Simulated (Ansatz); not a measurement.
# LiHgBr3 (built on the sites of a database entry of CsHgF3): following an unstable mode

Aim: this structure of LiHgBr3 (built on the sites of a database entry of CsHgF3) is to be tested for unstable modes, and one is followed downhill.

Calculated with Ansatz 0.2.0; DFT PBEsol, scalar-relativistic, plane waves, PAW.

Report form: the programs' logs are mostly left out.

The structure was built from a prototype and need not be the compound's stable phase.

## Step 1: The starting structure

Symmetry: Pm-3m, No. 221, cubic system. The conventional cell has a = 5.459 Å, b = 5.459 Å, c = 5.459 Å, α = 90.00°, β = 90.00°, γ = 90.00°. Nearest to Li lie 12 Br at 3.86 Å. Hg has 6 Br at 2.73 Å nearest. Br has 2 Hg at 2.73 Å nearest. Farther neighbours and most contacts between anions are not listed.

## Step 2: The dispersion

The cell comes from relaxations at this level that are not shown. Stability and thermal properties need the whole zone. Linear response on a 2×2×2 q mesh gives force constants as far as a supercell of that size would.

The input, input.yaml:

```yaml
crystal:
  lattice:
    - [5.4589240501, 0.0, 0.0]
    - [0.0, 5.4589240501, 0.0]
    - [0.0, 0.0, 5.4589240501]
  atoms:
    - { symbol: Li, position: [0.0, 0.0, 0.0] }
    - { symbol: Hg, position: [0.5, 0.5, 0.5] }
    - { symbol: Br, position: [0.0, 0.5, 0.5] }
    - { symbol: Br, position: [0.5, 0.0, 0.5] }
    - { symbol: Br, position: [0.5, 0.5, 0.0] }
kpoints:
  mp_grid: { grid: [8, 8, 8] }
hamiltonian:
  xc: pbesol
scf:
  occupations: { method: methfessel_paxton, width: 0.2 }
output:
  eigenvalues: true
phonons:
  method: dfpt
  qmesh: [2, 2, 2]
  temperatures: { t_max: 1000, t_step: 50 }
  qpath:
    path:
      - [[0.0, 0.0, 0.0], [0.0, 0.5, 0.0], [0.5, 0.5, 0.0], [0.0, 0.0, 0.0], [0.5, 0.5, 0.5], [0.0, 0.5, 0.0]]
      - [[0.5, 0.5, 0.5], [0.5, 0.5, 0.0]]
    npoints: 10
```

Launch:

```
ansatz run input.yaml --threads 8 --pin off --max-ram 14336MiB --backend cpu --events-out ev --progress --plain --runs-dir out
```

Elapsed: 2.1 min, on 8 threads of Arm Neoverse V2, shared host; peak memory 1.6 GiB; 16 min of CPU time.

Numbers from this step:

- volume per atom: 32.54 Å³
- gap on the k-mesh: 0 eV
- sum-rule residual before enforcement: 1.90e-5 eV/Å²
- lowest frequency on the path: -170.4 cm⁻¹
- point group: m-3m
- highest frequency on the path or at a solved wavevector: 185.2 cm⁻¹
- highest optical mode at the zone centre (no LO-TO term): 168.9 cm⁻¹
- lowest optical zone-centre mode: -170.3 cm⁻¹
- lowest mode on the q mesh (acoustic modes at Γ apart): -170.3 cm⁻¹

Frequencies (cm⁻¹) solved at each irreducible wavevector; negative means imaginary. Frequencies by wavevector, by row:

| q in reciprocal lattice units | star | mode 1 | mode 2 | mode 3 | mode 4 | mode 13 | mode 14 | mode 15 |
| --- | --- | --- | --- | --- | --- | --- | --- | --- |
| 0 0 0 | 1 | -170.3 | -170.3 | -170.3 | -31.3 | 168.9 | 168.9 | 168.9 |
| 0 0 -0.5 | 3 | -162.4 | -162.4 | -85.2 | -30.6 | 146.8 | 169.2 | 169.2 |
| 0 -0.5 -0.5 | 3 | -152.3 | -145.5 | -145.5 | -56.9 | 102.7 | 165.2 | 169.9 |
| -0.5 -0.5 -0.5 | 1 | -168.6 | -168.6 | -168.6 | -56.9 | 97.7 | 97.7 | 181.1 |

Interpolated from a 2×2×2 q mesh. Phonon branches along the path, in cm⁻¹:

| point | branch 1 | branch 2 | branch 3 | branch 4 | branch 12 | branch 13 | branch 14 | branch 15 |
| --- | --- | --- | --- | --- | --- | --- | --- | --- |
| Γ | -170 | -170 | -170 | -31 | 40 | 169 | 169 | 169 |
| halfway | -166 | -166 | -134 | -30 | 69 | 159 | 169 | 169 |
| X | -162 | -162 | -85 | -31 | 96 | 147 | 169 | 169 |
| halfway | -158 | -154 | -123 | -49 | 99 | 106 | 170 | 171 |
| M | -152 | -146 | -146 | -57 | 103 | 103 | 165 | 170 |
| halfway | -162 | -148 | -141 | -44 | 71 | 134 | 169 | 173 |
| Γ | -170 | -170 | -170 | -31 | 40 | 169 | 169 | 169 |
| halfway | -153 | -153 | -146 | -47 | 75 | 133 | 133 | 184 |
| R | -168 | -168 | -168 | -57 | 98 | 98 | 98 | 181 |
| halfway | -159 | -156 | -141 | -51 | 97 | 99 | 132 | 184 |
| X | -162 | -162 | -85 | -31 | 96 | 147 | 169 | 169 |
| jump to R | -168 | -168 | -168 | -57 | 98 | 98 | 98 | 181 |
| halfway | -161 | -157 | -157 | -57 | 100 | 100 | 116 | 183 |
| M | -152 | -146 | -146 | -57 | 103 | 103 | 165 | 170 |

Symmetry leaves 4 wavevectors to solve. The lowest mode among them, the acoustic zeros apart, lies at Γ and is imaginary, 170.3i cm⁻¹, so the energy falls along it.

## Step 3: The mode frozen in, largest atomic shift 0 Å

The mode followed lies at q = (-0.5, -0.5, -0.5) with frequency 168.5i cm⁻¹ and is 3-fold degenerate, one of the unstable modes though not the softest. At small amplitude the distorted cell has space group no. 166 by a symmetry search on the positions. The undistorted cell that holds it gives the zero of energy on the same k mesh.

System of this step: LiHgBr3 (built on the sites of a database entry of CsHgF3). It takes space group Pm-3m (No. 221, cubic). Conventional cell: a = 5.459 Å, b = 5.459 Å, c = 5.459 Å, α = 90.00°, β = 90.00°, γ = 90.00°. Li has 12 Br at 3.86 Å nearest. Hg has 6 Br at 2.73 Å nearest. Nearest to Br lie 2 Hg at 2.73 Å. Farther neighbours and most contacts between anions are not listed.

The input, input.yaml:

```yaml
crystal:
  lattice:
    - [5.4589240501, 5.4589240501, 0.0]
    - [5.4589240501, 0.0, 5.4589240501]
    - [5.4589240501, 0.0, -5.4589240501]
  atoms:
    - { symbol: Li, position: [0.0, 0.5, 0.5] }
    - { symbol: Li, position: [0.0, 0.0, 1.0] }
    - { symbol: Hg, position: [0.5, 0.25, 0.75] }
    - { symbol: Hg, position: [0.5, 0.75, 0.25] }
    - { symbol: Br, position: [0.5, 0.0, 0.5] }
    - { symbol: Br, position: [0.5, 0.5, 0.0] }
    - { symbol: Br, position: [0.0, 0.0, 0.5] }
    - { symbol: Br, position: [0.0, 0.5, 0.0] }
    - { symbol: Br, position: [0.5, 0.5, 0.5] }
    - { symbol: Br, position: [0.5, 0.0, 0.0] }
kpoints:
  mp_grid: { grid: [8, 8, 8] }
hamiltonian:
  xc: pbesol
scf:
  occupations: { method: methfessel_paxton, width: 0.2 }
output:
  forces: true
  stress: true
  eigenvalues: true
```

Wall time 3.4 s (8 threads); peak memory 1.3 GiB; 25 s of CPU time.

Numbers from this step:

- pressure: 0.03048 GPa
- energy from the undistorted cell: 0 meV/atom

The run ends at a pressure of 0.03 GPa.

## Step 4: The mode frozen in, largest atomic shift 0.6 Å

The atoms are moved along the unstable eigenvector, the largest shift by 0.6 Å, with the cell fixed.

The input, input.yaml:

```yaml
crystal:
  lattice:
    - [5.4589240501, 5.4589240501, 0.0]
    - [5.4589240501, 0.0, 5.4589240501]
    - [5.4589240501, 0.0, -5.4589240501]
  atoms:
    - { symbol: Li, position: [0.0634575895, 0.4682712052, 0.4048136157] }
    - { symbol: Li, position: [-0.0634575895, 0.0317287948, 1.0951863843] }
    - { symbol: Hg, position: [0.5, 0.25, 0.75] }
    - { symbol: Hg, position: [0.5, 0.75, 0.25] }
    - { symbol: Br, position: [0.5037663219, 0.0, 0.4962336781] }
    - { symbol: Br, position: [0.4962336781, 0.5, 0.0037663219] }
    - { symbol: Br, position: [0.0, 0.0, 0.4962336781] }
    - { symbol: Br, position: [0.0, 0.5, 0.0037663219] }
    - { symbol: Br, position: [0.5037663219, 0.4962336781, 0.4962336781] }
    - { symbol: Br, position: [0.4962336781, 0.0037663219, 0.0037663219] }
kpoints:
  mp_grid: { grid: [8, 8, 8] }
hamiltonian:
  xc: pbesol
scf:
  occupations: { method: methfessel_paxton, width: 0.2 }
output:
  forces: true
  stress: true
  eigenvalues: true
```

Wall time 6.8 s (8 threads); peak memory 1.6 GiB; 52 s of CPU time.

This step gave:

```yaml
pressure: 0.05892 GPa
energy_from_the_undistorted_cell: -27.35 meV/atom
```

The energy, extrapolated to zero smearing, is -27.35 meV/atom against the undistorted cell.

The run ends at a pressure of 0.06 GPa, with forces up to 0.41 eV/Å.

## Step 5: Energy along the mode, all amplitudes (two of the runs are shown above)

An imaginary frequency means negative curvature, so the energy should fall and then rise again as anharmonic terms take over.

Numbers from this step:

| Quantity | Value |
| --- | --- |
| depth at the lowest point sampled | 27.35 meV/atom |
| largest atomic shift at that point | 0.6 Å |

Table of energy from the parent by largest atomic shift:

```
largest atomic shift (Å)  energy from the parent (meV/atom)
                   0.000                                  0
                   0.040                             -0.125
                   0.080                             -0.502
                   0.140                              -1.53
                   0.220                              -3.78
                   0.320                              -7.97
                   0.450                              -15.6
                   0.600                              -27.3
```

Displacement at unit largest shift by atom:

```csv
atom,x (Å),y (Å),z (Å),size
Li1,-0.577,0.577,0.577,0.999
Li2,0.577,-0.577,-0.577,0.999
Hg3,0.000,0.000,0.000,0.000
Hg4,0.000,0.000,0.000,0.000
Br5,0.000,0.034,0.034,0.048
Br6,0.000,-0.034,-0.034,0.048
Br7,-0.034,0.000,0.034,0.048
Br8,0.034,0.000,-0.034,0.048
Br9,-0.034,0.034,0.000,0.048
Br10,0.034,-0.034,0.000,0.048
```

The lowest of the steps tried is the last one, at 0.6 Å, 27.3 meV/atom below the parent; the bottom of the well need not coincide with a step.

## Step 6: Relaxation from the frozen mode

Starting from the lowest point found, all atoms and the cell are let go, so that strain and other modes of the same symmetry can join in.

input.yaml, as its differences from that of step 4:

```diff
@@ -26 +26,6 @@
   eigenvalues: true
+relax:
+  adjacent_minimum: "off"
+  f_tol: 0.002
+  max_steps: 120
+  cell: { stress_tol: 0.03 }
```

Run time: 85 s. Hardware: 8 threads; peak memory 1.7 GiB; 11 min of CPU time.

The steps of the relaxation:

```
step  energy less that of the first step (eV)  largest force component (eV/Å)  pressure (GPa)  volume (Å³)
   1                                   0.0000                          0.2345            0.06       325.35
   2                                  -0.3174                          0.3292           -0.16       329.05
   3                                  -0.6068                          0.3520           -0.11       330.44
   4                                  -0.8863                          0.2986            0.23       330.39
   5                                  -1.0668                          0.1832            0.23       334.77
   6                                  -1.1675                          0.0687            0.09       339.93
   7                                  -1.1955                          0.0876            0.08       339.34
   8                                  -1.2115                          0.0531            0.03       343.01
   9                                  -1.2134                          0.0042            0.07       341.63
  10                                  -1.2136                          0.0010           -0.01       342.76
 11*                                  -1.2150                          0.0011           -0.02       342.76
```

Relaxation steps marked * repeat the geometry before them on a plane-wave basis chosen anew for their cell, so energy and pressure can jump there.

Forces are held to the 12 operations that the run works with; a distortion that breaks them can't arise in this run.

```csv
"conventional cell, symmetrised",before,after,change
a (Å),7.720,7.679,-0.5 %
b (Å),7.720,7.679,-0.5 %
c (Å),18.910,20.136,+6.5 %
volume (Å³/atom),32.54,34.28,+5.4 %
```

The atoms that moved most (Å, as changes of fractional coordinates times the final cell):

| atom | dx | dy | dz | length |
| --- | --- | --- | --- | --- |
| Li1 | -0.719 | 0.719 | 0.719 | 1.245 |
| Li2 | 0.719 | -0.719 | -0.719 | 1.245 |
| Br7 | -0.083 | 0.004 | 0.083 | 0.117 |
| Br5 | -0.004 | 0.083 | 0.083 | 0.117 |
| Br10 | 0.083 | -0.083 | -0.004 | 0.117 |
| Br8 | 0.083 | -0.004 | -0.083 | 0.117 |
| Br9 | -0.083 | 0.083 | 0.004 | 0.117 |
| Br6 | 0.004 | -0.083 | -0.083 | 0.117 |

Final coordinates:

```
Li Hg Br
1.0
     5.42982    5.42982    0.00000
     5.42982    0.00000    5.42982
     5.68513   -0.25531   -5.68513
Li Hg Br
2 2 6
Direct
  0.18714 0.40643 0.21929
  0.81286 0.09357 0.28071
  0.50000 0.25000 0.75000
  0.50000 0.75000 0.25000
  0.51829 0.99994 0.48166
  0.48171 0.50006 0.01834
  0.00012 0.99994 0.48166
  0.99988 0.50006 0.01834
  0.51829 0.48177 0.48166
  0.48171 0.01823 0.01834
```

This step gave:

```
pressure        : -0.01666 GPa
volume per atom : 34.28 Å³
```

The distorted start has space group R-3m; the relaxation ends in R-3m.

## Step 7: Results

```
unstable mode of the parent                                                      : q = (-0.5, -0.5, -0.5), 168i cm⁻¹
depth at the lowest point sampled                                                : 27.3 meV/atom
largest atomic shift at that point                                               : 0.6 Å
space group reached (within 0.01 Å)                                              : R-3m
energy gained over the parent (first relaxation, on the mesh of the frozen mode) : 149 meV/atom
volume per atom, phase reached                                                   : 34.3 Å³
```

Along this mode the structure falls into R-3m, 149 meV/atom below the parent. At the parent's cell the well is 27.35 meV/atom deep on the steps tried, with its lowest point at a shift of 0.6 Å. That is the last step tried, so the steps alone don't bracket the bottom of the well. Relaxing atoms and cell changes the gain by +121.60 meV/atom against the lowest step (energies at zero smearing). Most of the total comes from this relaxation. The modes of the phase reached were not computed on this path. Of the 5 patterns followed to their end from this parent, this one ends 102 meV/atom above the lowest, Amm2. Each path keeps the symmetry of its pattern, so a lower phase may lie along a pattern not tried. With no gap, or one that is small against the smearing, the frequencies hang on the k mesh and the smearing, most of all near Kohn anomalies. Spin-orbit coupling is left out, which can matter for the heavy elements here. The starting cell was built on a prototype and not taken from a measurement, so the phase need not exist.

[Logs are printed without paths, hosts, clocks, repeated set-up lines and the standing remarks that a program may print on its own settings, such as how far it seeks lower states.]

[Hosts, paths, dates, database ids (printed as entryN), source tags and the programs' standing remarks are cut or masked in the printed files.]
